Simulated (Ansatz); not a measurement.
In doubt: one-shot GW on d or f shells is unsure, so the values of those runs are not to be relied on.

Rows from a G0W0 calculation on CdCu2GeSe4 (I-42m) (Ansatz 0.2.0; G0W0 on r2SCAN, plane waves, PAW; PAW set soft_1; 4×4×4 mesh, 151 empty bands, screening to 51 eV, PAW set soft_1 files), in eV. Spin-orbit coupling is left out.

```tsv
row	k	band	start	Σx	Σc at the solution	Vxc
A	Γ	c1	8.851	-12.476	-2.792	-15.698
B	Γ	v1	8.607	-32.539	4.639	-27.811
C	Γ	c2	10.628	-9.143	-3.277	-12.579
```

Question: Give the quasiparticle energies and the shift of each level.

The quasiparticle equation reads E = start + Σx + Σc(E) − Vxc.

```tsv
row	E (eV)	shift (eV)
A	9.281	+0.431
B	8.519	−0.088
C	10.788	+0.159
```

Limits: not at the basis limit; mesh may overstate the screening; no spin-orbit coupling; coarse k mesh.

[Paths, hosts, dates, memory and timing lines, banners, echoed tables and standing remarks are left out of the program output.]

[Logs are printed without paths, hosts, clocks, repeated set-up lines and the standing remarks that a program may print on its own settings, such as how far it seeks lower states.]

[Runs of the session that timed out or met a known fault of the program may be left out.]

[Cells called generated may have been cut or substituted from an entry of the Crystallography Open Database or the Materials Project.]

[Hosts, paths, dates, database ids (printed as entryN), source tags and the programs' standing remarks are cut or masked in the printed files.]
